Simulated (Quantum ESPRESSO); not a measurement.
# MnO: parallel and opposed starts, part 2 of 3

Does MnO prefer parallel or opposed moments, or none?

Quantum ESPRESSO 7.5; LDA with U = 2.4 eV on Mn d (ortho-atomic projectors); plane waves with PseudoDojo 0.4.1 SR LDA standard potentials, no spin-orbit coupling.

So far, absolute magnetization (μB): step 2 (start 1: ferro ++) 10.00.

### 3. Run 2 (antiferro +−)

Input file pw.in:

```
&CONTROL
  calculation = 'scf'
  prefix = 'pwscf'
  outdir = './tmp'
  pseudo_dir = './pseudo'
  disk_io = 'nowf'
  tprnfor = .true.
  tstress = .true.
/
&SYSTEM
  ibrav = 0
  nat = 4
  ntyp = 3
  ecutwfc = 96
  nbnd = 30
  occupations = 'smearing'
  smearing = 'fd'
  degauss = 0.00999582
  nspin = 2
  starting_magnetization(1) = 0.3
  starting_magnetization(2) = -0.3
  starting_magnetization(3) = 0
/
&ELECTRONS
  conv_thr = 8d-09
  electron_maxstep = 150
  mixing_beta = 0.3
  diago_david_ndim = 4
/
ATOMIC_SPECIES
Mn1    54.9380 Mn.upf
Mn2    54.9380 Mn.upf
O      15.9990 O.upf
CELL_PARAMETERS angstrom
   3.3717000000    0.0000000000    0.0000000000
  -1.6858500000    2.9199778539    0.0000000000
   0.0000000000    0.0000000000    5.3855000000
ATOMIC_POSITIONS crystal
Mn1     0.3333333333    0.6666666667    0.0109600000
Mn2     0.6666666667    0.3333333333    0.5109600000
O       0.3333333333    0.6666666667    0.3754700000
O       0.6666666667    0.3333333333    0.8754700000
K_POINTS automatic
8 8 4 0 0 0
HUBBARD {ortho-atomic}
U Mn1-3d 2.4000
U Mn2-3d 2.4000
```

The run is started by

```
$ OMP_NUM_THREADS=1 mpirun -n 4 pw.x -nk 4 -in pw.in > pw.out
```

Log:

```text
[banner, memory and clock lines left out]
Program PWSCF v.7.5 starts

     Message from routine setup:
     using ibrav=0 with symmetry is DISCOURAGED, use correct ibrav instead

     bravais-lattice index     =            0
     lattice parameter (alat)  =       6.3716  a.u.
     unit-cell volume          =     357.8089 (a.u.)^3
     number of atoms/cell      =            4
     number of atomic types    =            3
     number of electrons       =        42.00
     number of Kohn-Sham states=           30
     kinetic-energy cutoff     =      96.0000  Ry
     charge density cutoff     =     384.0000  Ry
     scf convergence threshold =      8.0E-09
     mixing beta               =       0.3000
     number of iterations used =            8  plain     mixing
     Exchange-correlation= SLA  PW   NOGX NOGC
                           (   1   4   0   0   0   0   0)
     Hubbard projectors: ortho-atomic
     Hubbard parameters of DFT+U (Dudarev formulation) in eV:
     U(Mn1-3d) =  2.4000
     U(Mn2-3d) =  2.4000

     Internal variables: lda_plus_u =T, lda_plus_u_kind = 0

     Internal variables: orbital_resolved =F, hub_pot_fix =F, apply_U = F

     celldm(1)=   6.371590  celldm(2)=   0.000000  celldm(3)=   0.000000
     celldm(4)=   0.000000  celldm(5)=   0.000000  celldm(6)=   0.000000

     crystal axes: (cart. coord. in units of alat)
               a(1) = (   1.000000   0.000000   0.000000 )
               a(2) = (  -0.500000   0.866025   0.000000 )
               a(3) = (   0.000000   0.000000   1.597265 )

     reciprocal axes: (cart. coord. in units 2 pi/alat)
               b(1) = (  1.000000  0.577350 -0.000000 )
               b(2) = (  0.000000  1.154701  0.000000 )
               b(3) = (  0.000000 -0.000000  0.626070 )

     PseudoPot. # 1 for Mn read from file:
     Mn.upf
     Pseudo is Norm-conserving + core correction, Zval = 15.0

     PseudoPot. # 2 for Mn read from file:
     Mn.upf
     Pseudo is Norm-conserving + core correction, Zval = 15.0

     PseudoPot. # 3 for O  read from file:
     O.upf
     Pseudo is Norm-conserving + core correction, Zval =  6.0

     atomic species   valence    mass     pseudopotential
     Mn1              15.00    54.93800     Mn( 1.00)
     Mn2              15.00    54.93800     Mn( 1.00)
     O                 6.00    15.99900     O ( 1.00)

     Starting magnetic structure
     atomic species   magnetization
     Mn1             0.300
     Mn2            -0.300
     O               0.000

      6 Sym. Ops. (no inversion) found

   Cartesian axes

     site n.     atom                  positions (alat units)
         1        Mn1    tau(   1) = (  -0.0000000   0.5773503   0.0175060  )
         2        Mn2    tau(   2) = (   0.5000000   0.2886751   0.8161388  )
         3        O      tau(   3) = (  -0.0000000   0.5773503   0.5997253  )
         4        O      tau(   4) = (   0.5000000   0.2886751   1.3983580  )

     number of k points=    35  Fermi-Dirac smearing, width (Ry)=  0.0100
                       cart. coord. in units 2pi/alat
        k(    1) = (   0.0000000   0.0000000   0.0000000), wk =   0.0039062
        k(    2) = (   0.0000000   0.0000000   0.1565175), wk =   0.0078125
        k(    3) = (   0.0000000   0.0000000  -0.3130350), wk =   0.0039062
        k(    4) = (   0.0000000   0.1443376   0.0000000), wk =   0.0234375
        k(    5) = (   0.0000000   0.1443376   0.1565175), wk =   0.0234375
        [... 30 further k-points ...]

     Dense  grid:    45507 G-vectors     FFT dimensions: (  40,  40,  64)

     Generating pointlists ...
     new r_m :   0.2402 (alat units)  1.5302 (a.u.) for type    1
     new r_m :   0.2402 (alat units)  1.5302 (a.u.) for type    2
     new r_m :   0.2402 (alat units)  1.5302 (a.u.) for type    3

     Initial potential from superposition of free atoms

     starting charge      41.9991, renormalised to      42.0000

     STARTING HUBBARD OCCUPATIONS:

     =================== HUBBARD OCCUPATIONS ===================
     ------------------------ ATOM    1 ------------------------
     Tr[ns(  1)] (up, down, total) =   5.00000  0.00000  5.00000
     Atomic magnetic moment for atom   1 =   5.00000
     [... lines left out ...]
     ------------------------ ATOM    2 ------------------------
     Tr[ns(  2)] (up, down, total) =   0.00000  5.00000  5.00000
     Atomic magnetic moment for atom   2 =  -5.00000
     [... lines left out ...]
     Number of occupied Hubbard levels =   10.0000

     Atomic wfc used for Hubbard projectors are orthogonalized

     Starting wfcs are   28 randomized atomic wfcs +    2 random wfcs

     Self-consistent Calculation

     iteration #  1     ecut=    96.00 Ry     beta= 0.30
     Davidson diagonalization with overlap
     ethr =  1.00E-02,  avg # of iterations =  4.1

     =================== HUBBARD OCCUPATIONS ===================
     ------------------------ ATOM    1 ------------------------
     Tr[ns(  1)] (up, down, total) =   4.95183  0.25548  5.20731
     Atomic magnetic moment for atom   1 =   4.69634
     [... lines left out ...]
     ------------------------ ATOM    2 ------------------------
     Tr[ns(  2)] (up, down, total) =   0.25548  4.95182  5.20730
     Atomic magnetic moment for atom   2 =  -4.69634
     [... lines left out ...]
     Number of occupied Hubbard levels =   10.4146

     total energy              =    -501.00912494 Ry
     estimated scf accuracy    <       0.87696107 Ry

     total magnetization       =    -0.00 Bohr mag/cell
     absolute magnetization    =     9.56 Bohr mag/cell

     iteration #  2     ecut=    96.00 Ry     beta= 0.30
     Davidson diagonalization with overlap
     ethr =  2.09E-03,  avg # of iterations =  2.0

     total energy              =    -501.14315560 Ry
     estimated scf accuracy    <       0.08304322 Ry

     total magnetization       =    -0.00 Bohr mag/cell
     absolute magnetization    =     9.35 Bohr mag/cell

     [... further iterations left out ...]

     iteration #  9     ecut=    96.00 Ry     beta= 0.30
     Davidson diagonalization with overlap
     ethr =  1.11E-09,  avg # of iterations =  1.6

     total energy              =    -501.15420320 Ry
     estimated scf accuracy    <       0.00000002 Ry

     total magnetization       =     0.00 Bohr mag/cell
     absolute magnetization    =     9.40 Bohr mag/cell

     iteration # 10     ecut=    96.00 Ry     beta= 0.30
     Davidson diagonalization with overlap
     ethr =  5.12E-11,  avg # of iterations =  2.0

     Magnetic moment per site  (integrated on atomic sphere of radius R)
     atom   1 (R=0.240)  charge= 12.0272  magn=  3.8275
     atom   2 (R=0.240)  charge= 12.0272  magn= -3.8275
     atom   3 (R=0.240)  charge=  5.3917  magn= -0.0740
     atom   4 (R=0.240)  charge=  5.3917  magn=  0.0740

     End of self-consistent calculation

     =================== HUBBARD OCCUPATIONS ===================
     ------------------------ ATOM    1 ------------------------
     Tr[ns(  1)] (up, down, total) =   4.93364  0.38861  5.32224
     Atomic magnetic moment for atom   1 =   4.54503
     [... lines left out ...]
     ------------------------ ATOM    2 ------------------------
     Tr[ns(  2)] (up, down, total) =   0.38861  4.93364  5.32225
     Atomic magnetic moment for atom   2 =  -4.54503
     [... lines left out ...]
     Number of occupied Hubbard levels =   10.6445

     [... lines left out ...]
     the Fermi energy is     9.5744 ev

!    total energy              =    -501.15420320 Ry
     estimated scf accuracy    <          2.9E-09 Ry
     smearing contrib. (-TS)   =      -0.00043821 Ry
     internal energy E=F+TS    =    -501.15376500 Ry

     The total energy is F=E-TS. E is the sum of the following terms:
     one-electron contribution =    -263.12495934 Ry
     hartree contribution      =     150.38283023 Ry
     xc contribution           =     -89.18659105 Ry
     ewald contribution        =    -299.29927088 Ry
     Hubbard energy            =       0.07422603 Ry

     total magnetization       =    -0.00 Bohr mag/cell
     absolute magnetization    =     9.40 Bohr mag/cell

     convergence has been achieved in  10 iterations

     Forces acting on atoms (cartesian axes, Ry/au):

     atom    1 type  1   force =     0.00000000    0.00000000   -0.01281471
     atom    2 type  2   force =     0.00000000    0.00000000   -0.01281511
     atom    3 type  3   force =     0.00000000    0.00000000    0.01281522
     atom    4 type  3   force =     0.00000000    0.00000000    0.01281460

     Total force =     0.025630     Total SCF correction =     0.000152

     Computing stress (Cartesian axis) and pressure

          total   stress  (Ry/bohr**3)                   (kbar)     P=      -54.34
  -0.00043289  -0.00000000   0.00000000          -63.68       -0.00        0.00
  -0.00000000  -0.00043289   0.00000000           -0.00      -63.68        0.00
   0.00000000   0.00000000  -0.00024235            0.00        0.00      -35.65
```

The job ended after 41 s (4 MPI ranks of Arm Neoverse V2, shared host; peak memory 0.63 GiB; 2.7 min of CPU time).

Spin moment in the atom's sphere by atom:

```
atom  spin moment in the atom's sphere (μB)
 Mn1                                   3.83
 Mn2                                  -3.83
  O3                                  -0.07
  O4                                   0.07
```

Read from the output:

| Property | Result |
| --- | --- |
| smearing term TS | 0.005962 eV |
| pressure | -5.434 GPa |
| magnetization | 0 μB |
| absolute magnetization | 9.402 μB |
| final state | antiferromagnetic |

### 4. Run 3 (antiferro q=(0,1/2,1/2) +−+−)

This order needs a doubled cell of 8 atoms. The wavevector q is in fractions of the reciprocal vectors of the crystal's primitive cell, as the cells of these inputs are built from it; moments change sign between cells as cos(2π q·R).

Input file pw.in:

```
&CONTROL
  calculation = 'scf'
  prefix = 'pwscf'
  outdir = './tmp'
  pseudo_dir = './pseudo'
  disk_io = 'nowf'
  tprnfor = .true.
  tstress = .true.
/
&SYSTEM
  ibrav = 0
  nat = 8
  ntyp = 3
  ecutwfc = 96
  nbnd = 55
  occupations = 'smearing'
  smearing = 'fd'
  degauss = 0.00999582
  nspin = 2
  starting_magnetization(1) = 0.3
  starting_magnetization(2) = -0.3
  starting_magnetization(3) = 0
/
&ELECTRONS
  conv_thr = 1.6d-08
  electron_maxstep = 150
  mixing_beta = 0.3
  diago_david_ndim = 4
/
ATOMIC_SPECIES
Mn1    54.9380 Mn.upf
Mn2    54.9380 Mn.upf
O      15.9990 O.upf
CELL_PARAMETERS angstrom
   3.3717000000    0.0000000000    0.0000000000
  -3.3717000000    5.8399557078    0.0000000000
  -1.6858500000    2.9199778539    5.3855000000
ATOMIC_POSITIONS crystal
Mn1     0.3333333333    0.3278533334    0.0109600000
Mn2     0.3333333333    0.8278533333    0.0109600000
Mn1     0.6666666667    0.9111866666    0.5109600000
Mn2     0.6666666667    0.4111866666    0.5109600000
O       0.3333333333    0.1455983333    0.3754700000
O       0.3333333333    0.6455983333    0.3754700000
O       0.6666666667    0.7289316666    0.8754700000
O       0.6666666667    0.2289316666    0.8754700000
K_POINTS automatic
8 4 4 0 0 0
HUBBARD {ortho-atomic}
U Mn1-3d 2.4000
U Mn2-3d 2.4000
```

Log:

```text
     [... lines left out ...]
Program PWSCF v.7.5 starts
     [... lines left out ...]
     number of atoms/cell      =            8
     [... lines left out ...]
     number of electrons       =        84.00
     number of Kohn-Sham states=           55
     kinetic-energy cutoff     =      96.0000  Ry
     charge density cutoff     =     384.0000  Ry
     scf convergence threshold =      1.6E-08
     [... lines left out ...]
      2 Sym. Ops. (no inversion) found
     [... lines left out ...]
     number of k points=    56  Fermi-Dirac smearing, width (Ry)=  0.0100
     [... lines left out ...]
     iteration # 10     ecut=    96.00 Ry     beta= 0.30
     [... lines left out ...]
     Magnetic moment per site  (integrated on atomic sphere of radius R)
     atom   1 (R=0.240)  charge= 12.0241  magn=  3.8213
     atom   2 (R=0.240)  charge= 12.0241  magn= -3.8213
     atom   3 (R=0.240)  charge= 12.0241  magn=  3.8204
     atom   4 (R=0.240)  charge= 12.0241  magn= -3.8204
     atom   5 (R=0.240)  charge=  5.3918  magn=  0.0859
     atom   6 (R=0.240)  charge=  5.3918  magn= -0.0859
     atom   7 (R=0.240)  charge=  5.3894  magn=  0.0046
     atom   8 (R=0.240)  charge=  5.3894  magn= -0.0046
     [... lines left out ...]
     Tr[ns(  1)] (up, down, total) =   4.92989  0.39433  5.32421
     [... lines left out ...]
     Tr[ns(  2)] (up, down, total) =   0.39433  4.92989  5.32422
     [... lines left out ...]
     Tr[ns(  3)] (up, down, total) =   4.92971  0.39539  5.32510
     [... lines left out ...]
     Tr[ns(  4)] (up, down, total) =   0.39539  4.92971  5.32510
     [... lines left out ...]
     the Fermi energy is     9.6143 ev
!    total energy              =   -1002.31390788 Ry
     estimated scf accuracy    <          8.1E-09 Ry
     smearing contrib. (-TS)   =      -0.00088456 Ry
     [... lines left out ...]
     total magnetization       =    -0.00 Bohr mag/cell
     absolute magnetization    =    18.66 Bohr mag/cell
     convergence has been achieved in  10 iterations
     [... lines left out ...]
     Total force =     0.079441     Total SCF correction =     0.000423
     [... lines left out ...]
          total   stress  (Ry/bohr**3)                   (kbar)     P=      -60.89
     [... lines left out ...]
```

Wall time 6.2 min (4 MPI ranks); peak memory 2.2 GiB; 25 min of CPU time.

Spin moment in the atom's sphere by atom:

```
atom  spin moment in the atom's sphere (μB)
 Mn1                                   3.82
 Mn2                                  -3.82
 Mn3                                   3.82
 Mn4                                  -3.82
  O5                                   0.09
  O6                                  -0.09
  O7                                   0.00
  O8                                   0.00
```

Read from the output:

```
smearing term TS       : 0.01204 eV
pressure               : -6.089 GPa
magnetization          : 0 μB
absolute magnetization : 18.66 μB
final state            : antiferromagnetic
```

[end of part 2 of 3]

[Logs and program files are shortened in this print: banners, set-up blocks, solver, clock and traceback lines can be left out without a mark of their own.]

[Logs are printed without paths, hosts, clocks, repeated set-up lines and the standing remarks that a program may print on its own settings, such as how far it seeks lower states.]

[Hosts, paths, dates, database ids (printed as entryN), source tags and the programs' standing remarks are cut or masked in the printed files.]

[Where a cell is said to come from a database of computed structures, the database is the Materials Project.]
